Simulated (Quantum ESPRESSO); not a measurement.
## Magnetic state of La2Fe2S2O3 from several starts

Wanted: the moments of La2Fe2S2O3 and the energy of each order that was tried.

Main program and level: Quantum ESPRESSO 7.5; LDA with U = 4.5 eV on Fe d (ortho-atomic projectors); plane waves with GBRV 1.5 LDA potentials, no spin-orbit coupling.

The experiments to compare with:

For La2Fe2O3S2, tetragonal layered oxychalcogenide (solid-state synthesised powder, 4 K), “Magnetic and Structural Properties of the Iron Oxychalcogenides La2O2Fe2OM2 (M= S, Se)” (2018, arxiv:1801.00342) gives, by neutron powder diffraction, magnetic Rietveld: moment (ordered Fe2+ moment) 2.32 ± 0.04 μB [moment depends on the assumed non-collinear AFM3 magnetic model].

## 1. Set-up

The structure is tetragonal, space group I4/mmm (No. 139). The conventional cell has a = 4.048 Å, b = 4.048 Å, c = 18.184 Å, α = 90.00°, β = 90.00°, γ = 90.00°. Nearest to La lie 5 O at 2.37 to 3.31 Å and 4 S at 3.27 Å. Nearest to Fe lie 2 O at 2.02 Å and 4 S at 2.66 Å. S has 4 Fe at 2.66 Å and 4 La at 3.27 Å nearest. Nearest to O lie 4 La at 2.37 Å. Nearest to O lie 4 Fe at 2.02 Å. Farther neighbours and most contacts between anions are not listed.

The cell comes from Materials Project 2023-11-01, a database of computed structures, and need not be the stable phase.

## 2. Run 1, typed as ferro ++

The signs are those of the starting moments on the seeded atoms, the atoms that are given a moment.

Contents of pw.in:

```
&CONTROL
  calculation = 'scf'
  prefix = 'pwscf'
  outdir = './tmp'
  pseudo_dir = './pseudo'
  disk_io = 'nowf'
/
&SYSTEM
  ibrav = 0
  celldm(1) = 8
  nat = 9
  ntyp = 4
  ecutwfc = 40
  ecutrho = 280
  nbnd = 59
  occupations = 'smearing'
  smearing = 'fd'
  degauss = 0.00367493
  nspin = 2
  starting_magnetization(1) = 0
  starting_magnetization(2) = 0.25
  starting_magnetization(3) = 0
  starting_magnetization(4) = 0
/
&ELECTRONS
  conv_thr = 1.8d-08
  electron_maxstep = 150
  mixing_beta = 0.3
/
ATOMIC_SPECIES
La    138.9055 la_lda_v1.uspp.F.UPF
Fe     55.8450 fe_lda_v1.5.uspp.F.UPF
S      32.0600 s_lda_v1.4.uspp.F.UPF
O      15.9990 o_lda_v1.2.uspp.F.UPF
CELL_PARAMETERS alat
  -0.4780716549912    0.4780716549912    2.1477261805371
   0.4780716549912   -0.4780716549912    2.1477261805371
   0.4780716549912    0.4780716549912   -2.1477261805371
ATOMIC_POSITIONS crystal
La      0.1818010000    0.1818010000    0.0000000000
La      0.8181990000    0.8181990000    0.0000000000
Fe      0.5000000000    0.0000000000    0.5000000000
Fe      0.0000000000    0.5000000000    0.5000000000
S       0.4049150000    0.4049150000    0.0000000000
S       0.5950850000    0.5950850000    0.0000000000
O       0.7500000000    0.2500000000    0.5000000000
O       0.2500000000    0.7500000000    0.5000000000
O       0.0000000000    0.0000000000    0.0000000000
K_POINTS automatic
8 8 8 0 0 0
HUBBARD {ortho-atomic}
U Fe-3d 4.5000
```

On the command line:

```
OMP_NUM_THREADS=1 mpirun -n 8 pw.x -nk 8 -in pw.in > pw.out
```

What it wrote:

```text
Program PWSCF v.7.5 starts

     Message from routine setup:
     using ibrav=0 with symmetry is DISCOURAGED, use correct ibrav instead

     K-points division:     npool     =       8
     Subspace diagonalization in iterative solution of the eigenvalue problem:

     G-vector sticks info
     --------------------
     sticks:   dense  smooth     PW     G-vecs:    dense   smooth      PW
     Sum        4123    2369    829                79499    34457    7137

     Using Slab Decomposition

     bravais-lattice index     =            0
     lattice parameter (alat)  =       8.0000  a.u.
     unit-cell volume          =    1005.2981 (a.u.)^3
     number of atoms/cell      =            9
     number of atomic types    =            4
     number of electrons       =        84.00
     number of Kohn-Sham states=           59
     kinetic-energy cutoff     =      40.0000  Ry
     charge density cutoff     =     280.0000  Ry
     scf convergence threshold =      1.8E-08
     mixing beta               =       0.3000
     number of iterations used =            8  plain     mixing
     Exchange-correlation= SLA  PZ   NOGX NOGC
                           (   1   1   0   0   0   0   0)
     Hubbard projectors: ortho-atomic
     Hubbard parameters of DFT+U (Dudarev formulation) in eV:
     U(Fe-3d) =  4.5000

     Internal variables: lda_plus_u =T, lda_plus_u_kind = 0

     Internal variables: orbital_resolved =F, hub_pot_fix =F, apply_U = F

     celldm(1)=   8.000000  celldm(2)=   0.000000  celldm(3)=   0.000000
     celldm(4)=   0.000000  celldm(5)=   0.000000  celldm(6)=   0.000000

     crystal axes: (cart. coord. in units of alat)
               a(1) = (  -0.478072   0.478072   2.147726 )
               a(2) = (   0.478072  -0.478072   2.147726 )
               a(3) = (   0.478072   0.478072  -2.147726 )

     reciprocal axes: (cart. coord. in units 2 pi/alat)
               b(1) = ( -0.000000  1.045868  0.232804 )
               b(2) = (  1.045868 -0.000000  0.232804 )
               b(3) = (  1.045868  1.045868  0.000000 )

     PseudoPot. # 1 for La read from file:
     la_lda_v1.uspp.F.UPF
     Pseudo is Ultrasoft + core correction, Zval = 11.0
     Generated by new atomic code, or converted to UPF format
     Using radial grid of  995 points,  8 beta functions with:
                l(1) =   0
                l(2) =   0
                l(3) =   1
                l(4) =   1
                l(5) =   2
                l(6) =   2
                l(7) =   3
                l(8) =   3
     Q(r) pseudized with  8 coefficients,  rinner =    1.700   1.700   1.700
                                                       1.700   1.700   1.700
                                                       1.700

     PseudoPot. # 2 for Fe read from file:
     fe_lda_v1.5.uspp.F.UPF
     Pseudo is Ultrasoft + core correction, Zval = 16.0
     Generated by new atomic code, or converted to UPF format
     Using radial grid of  861 points,  6 beta functions with:
                l(1) =   0
                l(2) =   0
                l(3) =   1
                l(4) =   1
                l(5) =   2
                l(6) =   2
     Q(r) pseudized with  8 coefficients,  rinner =    1.000   1.000   1.000
                                                       1.000   1.000

     PseudoPot. # 3 for S  read from file:
     s_lda_v1.4.uspp.F.UPF
     Pseudo is Ultrasoft + core correction, Zval =  6.0
     Generated by new atomic code, or converted to UPF format
     Using radial grid of  907 points,  6 beta functions with:
                l(1) =   0
                l(2) =   0
                l(3) =   1
                l(4) =   1
                l(5) =   2
                l(6) =   2
     Q(r) pseudized with  8 coefficients,  rinner =    1.300   1.300   1.300
                                                       1.300   1.300

     PseudoPot. # 4 for O  read from file:
     o_lda_v1.2.uspp.F.UPF
     Pseudo is Ultrasoft + core correction, Zval =  6.0
     Generated by new atomic code, or converted to UPF format
     Using radial grid of  737 points,  5 beta functions with:
                l(1) =   0
                l(2) =   0
                l(3) =   1
                l(4) =   1
                l(5) =   2
     Q(r) pseudized with  8 coefficients,  rinner =    0.900   0.900   0.900
                                                       0.900   0.900

     atomic species   valence    mass     pseudopotential
     La               11.00   138.90550     La( 1.00)
     Fe               16.00    55.84500     Fe( 1.00)
     S                 6.00    32.06000     S ( 1.00)
     O                 6.00    15.99900     O ( 1.00)

     Starting magnetic structure
     atomic species   magnetization
     La              0.000
     Fe              0.250
     S               0.000
     O               0.000

     16 Sym. Ops., with inversion, found

   Cartesian axes

     site n.     atom                  positions (alat units)
         1        La     tau(   1) = (  -0.0000000  -0.0000000   0.7809175  )
         2        La     tau(   2) = (   0.0000000   0.0000000   3.5145348  )
         3        Fe     tau(   3) = (   0.0000000   0.4780717   0.0000000  )
         4        Fe     tau(   4) = (   0.4780717   0.0000000   0.0000000  )
         5        S      tau(   5) = (   0.0000000   0.0000000   1.7392931  )
         6        S      tau(   6) = (   0.0000000   0.0000000   2.5561593  )
         7        O      tau(   7) = (   0.0000000   0.4780717   1.0738631  )
         8        O      tau(   8) = (   0.4780717   0.0000000   1.0738631  )
         9        O      tau(   9) = (   0.0000000   0.0000000   0.0000000  )

     number of k points=    59  Fermi-Dirac smearing, width (Ry)=  0.0037
                       cart. coord. in units 2pi/alat
        k(    1) = (   0.0000000   0.0000000   0.0000000), wk =   0.0019531
        k(    2) = (   0.1307335   0.1307335   0.0000000), wk =   0.0078125
        k(    3) = (   0.2614671   0.2614671   0.0000000), wk =   0.0078125
        k(    4) = (   0.3922006   0.3922006   0.0000000), wk =   0.0078125
        k(    5) = (  -0.5229342  -0.5229342   0.0000000), wk =   0.0039062
        [... 54 further k-points ...]

     Dense  grid:    79499 G-vectors     FFT dimensions: (  96,  96,  96)

     Smooth grid:    34457 G-vectors     FFT dimensions: (  75,  75,  75)

     Check: negative core charge=   -0.000017
     Generating pointlists ...
     new r_m :   0.2313 (alat units)  1.8503 (a.u.) for type    1
     new r_m :   0.1972 (alat units)  1.5776 (a.u.) for type    2
     new r_m :   0.2594 (alat units)  2.0750 (a.u.) for type    3
     new r_m :   0.1972 (alat units)  1.5776 (a.u.) for type    4

     Initial potential from superposition of free atoms

     starting charge      81.9426, renormalised to      84.0000

     negative rho (up, down):  8.527E-02 8.527E-02

     STARTING HUBBARD OCCUPATIONS:

     =================== HUBBARD OCCUPATIONS ===================
     ------------------------ ATOM    3 ------------------------
     Tr[ns(  3)] (up, down, total) =   5.00000  0.00000  5.00000
     Atomic magnetic moment for atom   3 =   5.00000
     [... lines left out ...]
     ------------------------ ATOM    4 ------------------------
     Tr[ns(  4)] (up, down, total) =   5.00000  0.00000  5.00000
     Atomic magnetic moment for atom   4 =   5.00000
     [... lines left out ...]
     Number of occupied Hubbard levels =   10.0000

     Atomic wfc used for Hubbard projectors are orthogonalized

     Starting wfcs are   86 randomized atomic wfcs

     Self-consistent Calculation

     iteration #  1     ecut=    40.00 Ry     beta= 0.30
     Davidson diagonalization with overlap
     ethr =  1.00E-02,  avg # of iterations =  4.6

     =================== HUBBARD OCCUPATIONS ===================
     ------------------------ ATOM    3 ------------------------
     Tr[ns(  3)] (up, down, total) =   4.95805  3.89159  8.84963
     Atomic magnetic moment for atom   3 =   1.06646
     [... lines left out ...]
     ------------------------ ATOM    4 ------------------------
     Tr[ns(  4)] (up, down, total) =   4.95805  3.89159  8.84963
     Atomic magnetic moment for atom   4 =   1.06646
     [... lines left out ...]
     Number of occupied Hubbard levels =   17.6993

     negative rho (up, down):  8.284E-02 8.278E-02

     total energy              =    -834.34372697 Ry
     estimated scf accuracy    <      37.58458744 Ry

     total magnetization       =     2.56 Bohr mag/cell
     absolute magnetization    =     3.12 Bohr mag/cell

     iteration #  2     ecut=    40.00 Ry     beta= 0.30
     Davidson diagonalization with overlap
     ethr =  1.00E-02,  avg # of iterations =  7.2

     negative rho (up, down):  1.444E-03 1.513E-03

     total energy              =    -825.24618379 Ry
     estimated scf accuracy    <     563.62560757 Ry

     total magnetization       =     0.14 Bohr mag/cell
     absolute magnetization    =     0.28 Bohr mag/cell

     iteration #  3     ecut=    40.00 Ry     beta= 0.30
     Davidson diagonalization with overlap
     ethr =  1.00E-02,  avg # of iterations =  9.5

     negative rho (up, down):  8.549E-03 8.697E-03

     total energy              =    -850.34836498 Ry
     estimated scf accuracy    <       8.91156104 Ry

     total magnetization       =     5.27 Bohr mag/cell
     absolute magnetization    =     5.50 Bohr mag/cell

     [... further iterations left out ...]

     iteration # 18     ecut=    40.00 Ry     beta= 0.30
     Davidson diagonalization with overlap
     ethr =  1.80E-09,  avg # of iterations =  4.3

     negative rho (up, down):  6.079E-02 6.216E-02

     total energy              =    -850.72863641 Ry
     estimated scf accuracy    <       0.00000028 Ry

     total magnetization       =     8.00 Bohr mag/cell
     absolute magnetization    =     8.03 Bohr mag/cell

     iteration # 19     ecut=    40.00 Ry     beta= 0.30
     Davidson diagonalization with overlap
     ethr =  3.38E-10,  avg # of iterations =  3.4

     negative rho (up, down):  6.080E-02 6.216E-02

     total energy              =    -850.72863648 Ry
     estimated scf accuracy    <       0.00000008 Ry

     total magnetization       =     8.00 Bohr mag/cell
     absolute magnetization    =     8.03 Bohr mag/cell

     iteration # 20     ecut=    40.00 Ry     beta= 0.30
     Davidson diagonalization with overlap
     ethr =  9.43E-11,  avg # of iterations =  4.8

     negative rho (up, down):  6.080E-02 6.216E-02

     total energy              =    -850.72863657 Ry
     estimated scf accuracy    <       0.00000003 Ry

     total magnetization       =     8.00 Bohr mag/cell
     absolute magnetization    =     8.03 Bohr mag/cell

     iteration # 21     ecut=    40.00 Ry     beta= 0.30
     Davidson diagonalization with overlap
     ethr =  3.90E-11,  avg # of iterations =  3.6

     negative rho (up, down):  6.080E-02 6.216E-02

     Magnetic moment per site  (integrated on atomic sphere of radius R)
     atom   1 (R=0.231)  charge=  6.1905  magn=  0.0092
     atom   2 (R=0.231)  charge=  6.1905  magn=  0.0092
     atom   3 (R=0.197)  charge= 13.2430  magn=  3.3297
     atom   4 (R=0.197)  charge= 13.2430  magn=  3.3297
     atom   5 (R=0.259)  charge=  4.7516  magn=  0.1274
     atom   6 (R=0.259)  charge=  4.7516  magn=  0.1274
     atom   7 (R=0.197)  charge=  5.5293  magn=  0.0061
     atom   8 (R=0.197)  charge=  5.5293  magn=  0.0061
     atom   9 (R=0.197)  charge=  5.5528  magn=  0.2083

     End of self-consistent calculation

     =================== HUBBARD OCCUPATIONS ===================
     ------------------------ ATOM    3 ------------------------
     Tr[ns(  3)] (up, down, total) =   4.92106  1.24998  6.17104
     Atomic magnetic moment for atom   3 =   3.67108
     [... lines left out ...]
     ------------------------ ATOM    4 ------------------------
     Tr[ns(  4)] (up, down, total) =   4.92106  1.24998  6.17104
     Atomic magnetic moment for atom   4 =   3.67108
     [... lines left out ...]
     Number of occupied Hubbard levels =   12.3421

     Number of k-points >= 100: set verbosity='high' to print the bands.

     the Fermi energy is    10.6270 ev

!    total energy              =    -850.72863658 Ry
     estimated scf accuracy    <          3.1E-09 Ry
     smearing contrib. (-TS)   =      -0.00000004 Ry
     internal energy E=F+TS    =    -850.72863654 Ry

     The total energy is F=E-TS. E is the sum of the following terms:
     one-electron contribution =    -501.05729948 Ry
     hartree contribution      =     293.32145108 Ry
     xc contribution           =    -194.29855026 Ry
     ewald contribution        =    -448.83785978 Ry
     Hubbard energy            =       0.14362190 Ry

     total magnetization       =     8.00 Bohr mag/cell
     absolute magnetization    =     8.03 Bohr mag/cell

     convergence has been achieved in  21 iterations

=------------------------------------------------------------------------------=
   JOB DONE.
=------------------------------------------------------------------------------=
```

Run time: 11 min. Hardware: 8 MPI ranks of AMD EPYC 7B13 (Zen 3), shared host; peak memory 3 GiB.

Spin moment in the atom's sphere by atom:

```csv
atom,spin moment in the atom's sphere (μB)
La1,0.01
La2,0.01
Fe3,3.33
Fe4,3.33
S5,0.13
S6,0.13
O7,0.01
O8,0.01
O9,0.21
```

Read from the output:

| Quantity | Value |
| --- | --- |
| smearing term TS | 5.87e-7 eV |
| magnetization | 8 μB |
| absolute magnetization | 8.025 μB |
| final state | ferromagnetic |

Spin density in the ac plane of the conventional cell at fractional y = 0.000, with atoms of La and Fe and S and O within 0.2 Å of it.

Ten even steps from '0' (0.0 e/Å³) to '9' (3.9 e/Å³), each cell a mean:
```
00000255310000
00000000000000
00000000000000
00000000000000
00000000000000
00000000000000
00000000000000
00000000000000
00000000000000
00000000000000
00000000000000
00000279410000
00000145300000
00000000000000
00000000000000
00000000000000
00000000000000
00000000000000
00000000000000
00000000000000
00000000000000
00000000000000
00000000000000
00000399610000
```
Columns run along a (4.0 Å), rows up along c (18.2 Å), edges of the conventional cell, whose origin can differ from the input's. Atoms in or near the plane, at fractional coordinates: La at (0.00, 0.18), La at (0.00, 0.82), Fe at (0.50, 0.50), Fe at (0.50, 0.00), S at (0.00, 0.40), S at (0.00, 0.60), O at (0.50, 0.75), O at (0.50, 0.25), O at (0.00, 0.00).

Valence density in the ac plane of the conventional cell at fractional y = 0.000, with atoms of La and Fe and S and O within 0.2 Å of it. It is the smooth field of the valence electrons, not physical close to the nuclei.

Ten steps, logarithmic in the rise over the least value, from '_' (0 e/Å³) to '@' (16 e/Å³), each cell a mean:
```
##**==--==**%%@@%%++--==++**
----------------------------
----------------------------
++++++==--------------==++++
::==++==------==----==++++==
++========**####**++========
--------==++**##**==--------
----------------------------
======------------------====
========--------------======
========----====------======
--------==##@@@@@@**==------
--------==**%%@@%%++--------
========--------------======
========--------------======
====----------------------==
--------------==------------
--------==++####**++--------
++++======++**##**======++++
__==++==------------==++++--
++++====--------------==++++
----------------------------
------------====------------
##**++====##@@@@@@**====++##
```
Columns run along a (4.0 Å), rows up along c (18.2 Å), edges of the conventional cell, whose origin can differ from the input's. Atoms in or near the plane, at fractional coordinates: La at (0.00, 0.18), La at (0.00, 0.82), Fe at (0.50, 0.50), Fe at (0.50, 0.00), S at (0.00, 0.40), S at (0.00, 0.60), O at (0.50, 0.75), O at (0.50, 0.25), O at (0.00, 0.00).

(Part 1 of 2 ends here.)

[Logs and program files are shortened in this print: banners, set-up blocks, solver, clock and traceback lines can be left out without a mark of their own.]

[Logs are printed without paths, hosts, clocks, repeated set-up lines and the standing remarks that a program may print on its own settings, such as how far it seeks lower states.]

[Hosts, paths, dates, database ids (printed as entryN), source tags and the programs' standing remarks are cut or masked in the printed files.]

[Where a cell is said to come from a database of computed structures, the database is the Materials Project.]
